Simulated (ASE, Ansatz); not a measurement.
# Convergence of a linear-scaling basis for twisted 1T-PtSe2 bilayer, 21.79° (42 atoms), part 2 of 2

Aim: test how closely localised support functions follow the reference on twisted 1T-PtSe2 bilayer, 21.79° (42 atoms), and at what cost. A setting counts as converged where the r.m.s. difference of forces stays under 1 % of the r.m.s. force.

Ansatz 0.2.0; Kohn-Sham DFT, PBE+D3(BJ), PAW (set soft_2, large core), plane waves.

The cell: 14 Pt and 28 Se. Beside vacuum, support functions can miss their usual error bounds without a warning. No spin–orbit coupling is included.

So far. Step 4 (Support functions medium): Forces differ from the reference by 1.1 meV/Å r.m.s., 0.63 % of their size, within a tolerance of 1 %; the energy by -1.5 meV/atom. It took 99 s and 18 cycles; the reference's time can't be set against it, since the two runs asked for unlike analyses. Step 5 (Support functions high): Forces differ from the reference by 0.78 meV/Å r.m.s., 0.45 % of their size, within a tolerance of 1 %; the energy by -1.7 meV/atom.

## (6) Support functions medium, radius 3.42 Å

The radius confines each support function; a larger one gives more freedom and more work per atom.

This step: Kohn-Sham DFT, PBE+D3(BJ), PAW (set soft_2, large core), localised support functions (medium) (Ansatz 0.2.0).

Input file input.yaml:

```yaml
crystal:
  lattice:
    - [9.8687, 0.0, 0.0]
    - [-4.93435, 8.54654, 0.0]
    - [0.0, 0.0, 22.44]
  atoms:
    [... the 42 atom lines of step 2 ...]
kpoints:
  mp_grid: { grid: [2, 2, 1] }
hamiltonian:
  xc: pbe
  dispersion: d3bj
  pseudopotentials: { kind: paw, core: large }
scf:
  occupations: { method: fermi_dirac, width: 0.025 }
  eigensolver: { kind: { support_functions: { accuracy: medium, radius: 3.42 } } }
  mixing: { beta: 0.2 }
  max_iter: 150
output:
  forces: true
  eigenvalues: true
```

Command:

```console
$ ansatz run input.yaml --threads 8 --pin off --max-ram 15872MiB --backend cpu --events-out ev --progress --plain --runs-dir out
```

Numbers of over 12 decimals in the logs are rounded to 6 here.

Output:

```text
Warning: scf.eigensolver.kind.support_functions: disabling space-group detection — the functions' gradient is summed over unrotated k-points, so no spatial operation reduces the k-mesh or symmetrises the density; time reversal is kept, so that k and −k are solved as one point where they differ and the mesh holds both, and exact exchange and, on two spinor components, a DFT+U term hold to it where the run has them: [...]
settings of this run that can trade accuracy for cost: scf.eigensolver.kind.support_functions [...]
Engine: ansatz 0.2.0, aarch64-unknown-linux-gnu
Pseudopotentials: kind: paw
Pseudopotential: Pt, paw, valence charge 18, recommended cutoff 420 eV (normal), Pt.paw.azcp
Pseudopotential: Se, paw, valence charge 6, recommended cutoff 420 eV (normal), Se.paw.azcp#standard-large-core
[... 5 lines on functional and potentials left out ...]
Error: SCF: the radius of support functions is under 4.07 Å, the least for these sites at the functions' level (scf.eigensolver.kind.support_functions.accuracy). Use scf.eigensolver.kind: auto, or type scf.eigensolver.kind.support_functions.radius at least as long, [...]
```

Wall time 1 s (8 threads of Arm Neoverse V1, shared host); peak memory 0.36 GiB.

The program refuses radii under 4.07 Å for these atoms at this level.

## (7) Support functions medium, radius 3.76 Å

The radius confines each support function; a larger one gives more freedom and more work per atom.

input.yaml, the sections that differ from step 6:

```yaml
scf:
  occupations: { method: fermi_dirac, width: 0.025 }
  eigensolver: { kind: { support_functions: { accuracy: medium, radius: 3.76 } } }
  mixing: { beta: 0.2 }
  max_iter: 150
# crystal, kpoints, hamiltonian, output: as in step 6
```

Output:

```text
Warning: scf.eigensolver.kind.support_functions: disabling space-group detection — the functions' gradient is summed over unrotated k-points, so no spatial operation reduces the k-mesh or symmetrises the density; time reversal is kept, so that k and −k are solved as one point where they differ and the mesh holds both, and exact exchange and, on two spinor components, a DFT+U term hold to it where the run has them: [...]
settings of this run that can trade accuracy for cost: scf.eigensolver.kind.support_functions [...]
Engine: ansatz 0.2.0, aarch64-unknown-linux-gnu
Pseudopotentials: kind: paw
Pseudopotential: Pt, paw, valence charge 18, recommended cutoff 420 eV (normal), Pt.paw.azcp
Pseudopotential: Se, paw, valence charge 6, recommended cutoff 420 eV (normal), Se.paw.azcp#standard-large-core
[... 5 lines on functional and potentials left out ...]
Error: SCF: the radius of support functions is under 4.07 Å, the least for these sites at the functions' level (scf.eigensolver.kind.support_functions.accuracy). Use scf.eigensolver.kind: auto, or type scf.eigensolver.kind.support_functions.radius at least as long, [...]
```

Run time: 1 s. Hardware: 8 threads; peak memory 0.36 GiB.

The program refuses radii under 4.07 Å for these atoms at this level.

## (8) Other settings

Changed here: scf.mixing.algorithm = "anderson", scf.mixing.beta = 0.2 and scf.mixing.ndim = 4.

This step: Kohn-Sham DFT, PBE+D3(BJ), PAW (set soft_2, large core), plane waves (Ansatz 0.2.0).

input.yaml, the sections that differ from step 7:

```yaml
scf:
  occupations: { method: fermi_dirac, width: 0.025 }
  mixing: { algorithm: anderson, beta: 0.2, ndim: 4 }
output:
  forces: true
  populations: true
  dos:
    method: { smearing: { sigma: 0.1 } }
    de: 0.1
    projected:
      site_lists:
        Pt: [Pt]
        Se: [Se]
        layer_1: [0, 1, 2, 3, 4, 5, 6, 7, 8, 9, 10, 11, 12, 13, 14, 15, 16, 17, 18, 19, 20]
        layer_2: [21, 22, 23, 24, 25, 26, 27, 28, 29, 30, 31, 32, 33, 34, 35, 36, 37, 38, 39, 40, 41]
  eigenvalues: true
# crystal, kpoints, hamiltonian: as in step 7
```

Output:

```text
[...]
Crystal: 42 atoms, lattice volume = 1892.662 Å³
Basis set: ecut = 420 eV, 37083 PW (Γ), exchange–correlation on 144×144×300 points (8 copies of the dense FFT grid, shifted against one another)
Bands: 252, of which v1, the nominal top of the filled ones, is band 210 counted from 1 (209 counted from 0)
Symmetry: 1 space group operations
[...]
k-points: 4
[...]
SCF iter   1: F=—  HF=-247554.390799 eV  |F-HF|=—  |Δ(HF+E_count)|=         —  Δρ=5.74e-2  dr2=6.47e1  ethr=3.10e-3  ⟨swp⟩=10.2  Hψ=5490  notcnv=0  defer=8
[...]
SCF iter  16: F=—  HF=-247543.052976 eV  |F-HF|=—  |Δ(HF+E_count)|=   4.89e-7  Δρ=3.63e-6  dr2=1.52e-7  ethr=2.12e-10  ⟨swp⟩=3.0  Hψ=1508  notcnv=0  defer=120  κ⁻¹=7.6e-4(r=3)
SCF iter  17: F=-247543.052977 eV  HF=-247543.052976 eV  |F-HF|=1.43e-7  |Δ(HF+E_count)|=   1.39e-7  Δρ=2.22e-6  dr2=7.95e-8  ethr=2.38e-11  ⟨swp⟩=16.0  Hψ=5444  notcnv=0
SCF 1 converged in 17 iterations: F = -247543.052977 eV  dr2 = 7.95e-8
[...]
SCF converged after 17 iterations
[...]
Free energy (F): -247543.052977 eV
[...]
Internal energy: -247543.052977 eV  (E = F + TS)
E sigma→0 (E₀):  -247543.052977 eV
Fermi energy:    2.492047 eV
[...]
Σ components = -247543.052977   (vs F -247543.052977, Δ=0.00e0)
--- Forces (eV/Å), atoms counted from 1 ---
  atom   1  Pt     0.30932262    -0.26470419     0.14203711
  atom   2  Se     0.14445546     0.18426400     0.05642888
  atom   3  Se    -0.14394142    -0.06995182    -0.37517617
  atom   4  Pt     0.05630193     0.03159288     0.24959410
[...]
atom  42  Se     0.04848638    -0.02848951    -0.09402796
  max |Σ_I F_I| component: 3.76e-6 eV/Å
--- Band table (eV) ---
[...]
--- Löwdin populations: 42 sites ---
  site symbol       q [e]
     0     Pt     17.3733
     1     Se      6.2056
     2     Se      6.1985
[...]
41     Se      6.2037
  spilling = 0.007389 (of n_electrons = 420.000000)
```

It took 58 s on 8 threads; peak memory 7.8 GiB.

Forces differ from the reference by 0.004 meV/Å r.m.s., 0.0023 % of their size, well within a tolerance of 1 %.

Runs without a result: support functions medium, radius 3.42 Å (error); support functions medium, radius 3.76 Å (error).

## (9) The ladder side by side

Differences are against the plane-wave reference (Kohn-Sham DFT, PBE+D3(BJ), PAW (set soft_2, large core), plane waves), whose r.m.s. force component is 0.174 eV/Å. Energies are set beside the reference only for runs with its functional, potentials and electron count. Times are for 8 threads of Arm Neoverse V1, shared host. The reference's time includes the DOS and grids, which some other runs skip.

```csv
run,"Δ force, r.m.s. (meV/Å)",share of r.m.s. force (%),Δ energy (meV/atom),Δ gap (eV),cycles,time,host memory (GiB)
reference,-,-,-,-,13,59 s,7.8
support functions low,1.20,0.687,-1.54,1.0e-4,15,84 s,3.3
support functions medium,1.10,0.632,-1.55,2.0e-4,18,99 s,3.4
support functions high,0.781,0.448,-1.67,3.0e-4,22,5.5 min,6.4
"scf.mixing.algorithm = "anderson", scf.mixing.beta = 0.2 and scf.mixing.ndim = 4",0.004,0.0023,0,0,17,58 s,7.8
```

## (10) What the reference run shows

The comparisons rest on this run, so its electronic structure is set out here.

Length of the force by element:

```csv
element,coordination,atoms,mean length of the force (eV/Å),spread,least,most
Pt,all,14,0.340,0.149,0.113,0.585
Se,all,28,0.231,0.119,0.0458,0.439
```

Löwdin charges by element (they lack the spilled electrons, 0.074 e an atom on average):

```csv
element,coordination,atoms,mean charge (e),spread,least,most
Pt,all,14,0.622,0.0024,0.617,0.627
Se,all,28,-0.200,0.006,-0.211,-0.187
```

By region:

```csv
region,atoms,mean length of the force (eV/Å)
layer 1,21,0.303
layer 2,21,0.232
```

States in the cell by windows of 1 eV, zero at the Fermi level; the larger projections on atomic orbitals stand beside the total:

```csv
from (eV),to (eV),total,Se p,layer 2,layer 1,Pt d,Se s
-14,-13,43.7,0.7,21.9,21.7,3.7,38.0
-13,-12,0.1,0.0,0.0,0.0,0.0,0.1
-12,-8,0.0,0.0,0.0,0.0,0.0,0.0
-8,-7,2.8,1.6,1.4,1.4,0.7,0.1
-7,-6,27.8,13.8,13.4,14.0,10.5,0.9
-6,-5,52.7,23.3,26.4,25.8,26.1,1.4
-5,-4,51.4,19.2,25.5,25.4,29.5,1.6
-4,-3,37.2,7.0,18.4,18.5,27.8,0.8
-3,-2,35.6,21.2,17.6,17.4,12.5,0.7
-2,-1,40.1,29.0,19.7,19.7,9.9,0.3
-1,0,4.6,4.1,2.3,2.2,0.4,0.0
0,1,21.2,12.8,10.2,10.1,6.7,0.8
1,2,33.7,22.1,16.3,16.3,9.8,0.7
2,3,1.1,0.7,0.5,0.6,0.3,0.0
3,4,3.7,0.9,1.3,1.3,0.1,0.2
```

Between -26 and -14 eV lie 12 more states.

About 112 of the 420 electrons lie in deeper levels, below the stored range.

The levels nearest the highest filled one (over half full), pooled over k-points and spins:

```csv
level less the highest filled one (eV),occupation
-0.066,2
-0.062,2
-0.0592,2
-0.0053,2
-0.0014,2
0,2
1.03,0
1.04,0
1.04,0
1.05,0
1.06,0
1.06,0
```

Planar average of the electrostatic potential energy along the normal, with the Fermi level as zero, after a running mean with a triangular window 4 Å wide at its base:

```csv
height (Å),potential energy (eV)
0.0,4.74
0.6,4.74
1.3,4.74
1.9,4.74
2.5,4.74
3.1,4.74
3.9,4.68
4.5,4.41
5.1,3.25
5.7,0.84
6.4,-3.68
7.0,-7.39
7.6,-9.82
8.2,-10.99
9.0,-9.77
9.6,-7.37
10.2,-3.86
10.8,-1.02
11.5,-0.67
12.1,-2.99
12.7,-6.58
13.3,-9.25
14.1,-10.93
14.7,-10.19
15.3,-8.08
15.9,-4.70
16.6,0.03
17.2,2.73
17.8,4.23
18.4,4.65
19.1,4.73
19.7,4.74
20.3,4.74
20.9,4.74
21.7,4.74
22.3,4.74
```

Valence density in the ca plane at fractional y = 0.002, with atoms of Pt within 0.2 Å of it. It is the smooth field of the valence electrons, not physical close to the nuclei.

Values in units of 1e0 e/Å³, 13 rows by 16 columns, each cell a mean:
```
0.0 0.2 3.7 3.8 0.2 0.0 0.0 0.3 4.7 2.5 0.1 0.0 0.0 0.0 0.0 0.0
0.0 0.1 0.3 0.6 0.5 0.1 0.0 0.1 0.4 0.6 0.5 0.1 0.0 0.0 0.0 0.0
0.0 0.0 0.1 0.5 0.7 0.3 0.0 0.1 0.1 0.6 0.7 0.2 0.0 0.0 0.0 0.0
0.0 0.1 0.2 0.5 0.6 0.2 0.0 0.1 0.2 0.6 0.6 0.1 0.0 0.0 0.0 0.0
0.1 0.4 0.4 0.3 0.1 0.0 0.1 0.4 0.4 0.3 0.1 0.0 0.0 0.0 0.0 0.0
0.1 0.6 0.5 0.2 0.1 0.0 0.2 0.7 0.4 0.2 0.1 0.0 0.0 0.0 0.0 0.0
0.1 0.2 0.2 0.3 0.4 0.1 0.1 0.3 0.2 0.3 0.3 0.1 0.0 0.0 0.0 0.0
0.0 0.1 0.2 0.5 0.6 0.1 0.0 0.1 0.3 0.6 0.5 0.1 0.0 0.0 0.0 0.0
0.1 0.3 0.3 0.3 0.3 0.1 0.1 0.3 0.4 0.4 0.2 0.0 0.0 0.0 0.0 0.0
0.2 0.7 0.6 0.1 0.1 0.0 0.3 0.8 0.5 0.1 0.0 0.0 0.0 0.0 0.0 0.0
0.2 0.7 0.6 0.1 0.1 0.0 0.3 0.7 0.4 0.1 0.0 0.0 0.0 0.0 0.0 0.0
0.1 0.4 0.8 0.7 0.1 0.0 0.1 0.4 0.9 0.5 0.1 0.0 0.0 0.0 0.0 0.0
0.0 0.2 4.9 5.3 0.2 0.0 0.0 0.4 6.5 3.7 0.1 0.0 0.0 0.0 0.0 0.0
```
Columns run along c (16.0 Å, from fractional 0.24 to 0.96 of the cell), rows up along a (9.9 Å). Atoms in or near the plane, at fractional coordinates: Pt at (0.37, 0.00), Pt at (0.63, 0.00).

Electrostatic potential energy in the ca plane at fractional y = 0.002, with atoms of Pt within 0.2 Å of it. With pseudopotentials it is smooth inside the atoms' cores, unlike the true potential.

Ten even steps from '0' (-57 eV) to '9' (7 eV), each cell a mean:
```
99840003899999999984000389999999999999999999
99974236899999999997423789999999999999999999
99998888888999999999888888899999999999999999
99999986325899999999998632589999999999999999
99999983002799999999998300179999999999999999
99999984002799999999998400279999999999999999
99999987557999999999998754689999999999999999
99999888889999999999999988999999999999999999
98888899999999998888889999999999999999999999
86688999999999998667899999999999999999999999
86689999999999998668899999999999999999999999
88889999889999998888999988999999999999999999
99999998768999999999999877899999999999999999
99999987557999999999998866899999999999999999
99999988778999999999988877899999999999999999
99999899889999999999888889999999999999999999
87788999999999998778899999999999999999999999
51148999999999985215899999999999999999999999
20017999999999983002799999999999999999999999
41038999999999985104899999999999999999999999
86678999999999998668899999999999999999999999
99887668999999999988656899999999999999999999
99851015899999999985101589999999999999999999
99830002799999999983000279999999999999999999
```
Columns run along c (16.0 Å, from fractional 0.29 to 1.00 of the cell; values clipped at the 3rd and 97th percentile), rows up along a (9.9 Å). Atoms in or near the plane, at fractional coordinates: Pt at (0.37, 0.00), Pt at (0.63, 0.00).

Mean Löwdin charges: Pt +0.62, Se -0.20 e (they miss 0.74 % of the electrons, so they add up to more than the cell's charge). The largest share in the top eV of filled states is Se p (81 % of the projected weight), and in the lowest eV of empty states Se p (65 % of the projected weight). The potential stands 5.25 eV above the highest filled level over the upper face and 5.26 eV under the lower one, a reading of the ionisation potential at this level on the run's k-points.

## (11) Distances and neighbours

Bonds and neighbours are counted at the geometry of the runs.

Normalised to the volume that the atoms fill. g(r), total and by pair (bins of 0.2 Å):

```csv
r (Å),total,Se-Se,Se-Pt,Pt-Pt
2.40,0.78,0.00,1.75,0.00
2.60,4.50,0.00,10.10,0.00
2.80,0.00,0.00,0.00,0.00
3.00,0.00,0.00,0.00,0.00
3.20,0.04,0.09,0.00,0.00
3.40,1.47,3.31,0.00,0.00
3.60,0.19,0.43,0.00,0.00
3.80,3.61,5.40,0.00,10.80
4.00,0.14,0.33,0.00,0.00
4.20,0.07,0.15,0.00,0.00
4.40,1.04,0.14,2.19,0.00
4.60,0.79,0.00,1.78,0.00
4.80,0.10,0.00,0.23,0.00
5.00,1.05,1.93,0.43,0.00
5.20,0.00,0.00,0.00,0.00
5.40,0.25,0.19,0.37,0.00
5.60,0.08,0.00,0.17,0.00
5.80,2.22,0.23,4.74,0.11
6.00,0.34,0.52,0.10,0.59
6.20,1.12,2.19,0.32,0.00
6.40,1.43,1.84,0.26,4.48
6.60,0.22,0.46,0.00,0.17
6.80,0.21,0.23,0.24,0.00
7.00,0.30,0.24,0.22,0.90
7.20,0.43,0.50,0.36,0.41
7.40,1.23,1.55,0.54,2.71
7.60,0.14,0.18,0.03,0.37
7.80,1.37,0.12,2.79,0.71
```

Bonds by pair of elements; cutoffs follow the first minimum of g(r), held within bounds set by covalent radii, and pairs that aren't listed don't count as bonded:

```csv
pair A-B,cutoff (Å),bonds,mean length (Å),spread (Å),shortest (Å),B about A,A about B
Se-Pt,2.93,84,2.52,0.013,2.48,3,6
```

How many atoms have how many bonded neighbours:

```csv
element,mean,3,6
Pt,6,0,14
Se,3,28,0
```

For some of the pairs, g(r) has its first main peak near 2.52 Å (Se-Pt) and 3.73 Å (Pt-Pt). By these cutoffs all Pt atoms have 6 and all Se atoms have 3 bonded neighbours.

A closer look about Pt7, which bears the longest force: 13 atoms, nearest first, numbered in the order of the input, with positions taken from that point.

```csv
atom,x,y,z,distance (Å),bonds,Löwdin charge (e),Fx,Fy,Fz (eV/Å)
Pt7,0.00,0.00,0.00,0.00,6,0.62,0.071,0.437,0.383
Se21,-0.71,-2.01,-1.27,2.48,3,-0.19,-0.020,-0.212,-0.355
Se3,-1.40,1.65,-1.27,2.51,3,-0.20,-0.144,-0.070,-0.375
Se5,1.41,-1.62,1.31,2.51,3,-0.19,0.000,0.011,-0.044
Se9,2.13,0.41,-1.29,2.52,3,-0.21,-0.057,0.201,-0.111
Se20,-2.11,-0.39,1.32,2.52,3,-0.20,-0.046,-0.003,0.097
Se8,0.71,2.05,1.31,2.54,3,-0.21,-0.033,-0.002,0.084
Pt4,0.70,-3.64,0.01,3.71,6,0.62,0.056,0.032,0.250
Pt13,3.52,-1.21,0.01,3.72,6,0.62,0.189,0.152,0.311
Pt19,-2.82,-2.43,0.02,3.72,6,0.62,0.027,0.074,0.081
Pt1,-3.53,1.25,0.01,3.75,6,0.63,0.309,-0.265,0.142
Pt10,-0.71,3.69,0.00,3.76,6,0.62,0.051,-0.105,0.498
Pt16,2.84,2.47,0.03,3.76,6,0.62,-0.219,-0.267,-0.246
```

The column of bonds counts only the pairs Se-Pt within 2.93 Å; other neighbours, such as metal atoms beside each other in a compound, aren't counted, and periodic images can show an atom twice.

## (12) Outcome

```json
{
  "free energy per atom": "-5893.8822 eV/atom",
  "r.m.s. force component": "0.1743 eV/Å",
  "gap (highest filled to lowest empty level)": "1.032 eV",
  "potential in mid-vacuum, over the Fermi level": "4.744 eV",
  "wall time of the 5 DFT runs": "10 min"
}
```

What this shows: Against plane waves at 420 eV, the forces differ by 1.1 meV/Å (0.63 %) with support functions medium, and by 0.78 meV/Å in the closest run (support functions high). At 42 atoms the fastest of the runs at a preset level, support functions low, takes roughly 1.4 times the time of plane waves (whose run also made extra analyses, so the like-for-like ratio is larger), in 15 SCF cycles against 13. Differences between support functions and plane waves include what basis error the plane-wave run still has.

The highest filled and lowest empty levels differ by 1.03 eV on the run's k-points; the mesh holds the band edges only if they fold onto it, so the gap at this level can be narrower or closed. The potential stands 5.25 eV above the highest filled level over the upper face and 5.26 eV under the lower one, a reading of the ionisation potential at this level on the run's k-points. With the cutoffs above, all Pt atoms have 6 and all Se atoms have 3 bonded neighbours.

Caveats: The geometry was built by rule, was displaced at random and isn't relaxed at this level: its force components are 0.17 eV/Å r.m.s.

[Logs are printed without paths, hosts, clocks, repeated set-up lines and the standing remarks that a program may print on its own settings, such as how far it seeks lower states.]

[Hosts, paths, dates, database ids (printed as entryN), source tags and the programs' standing remarks are cut or masked in the printed files.]
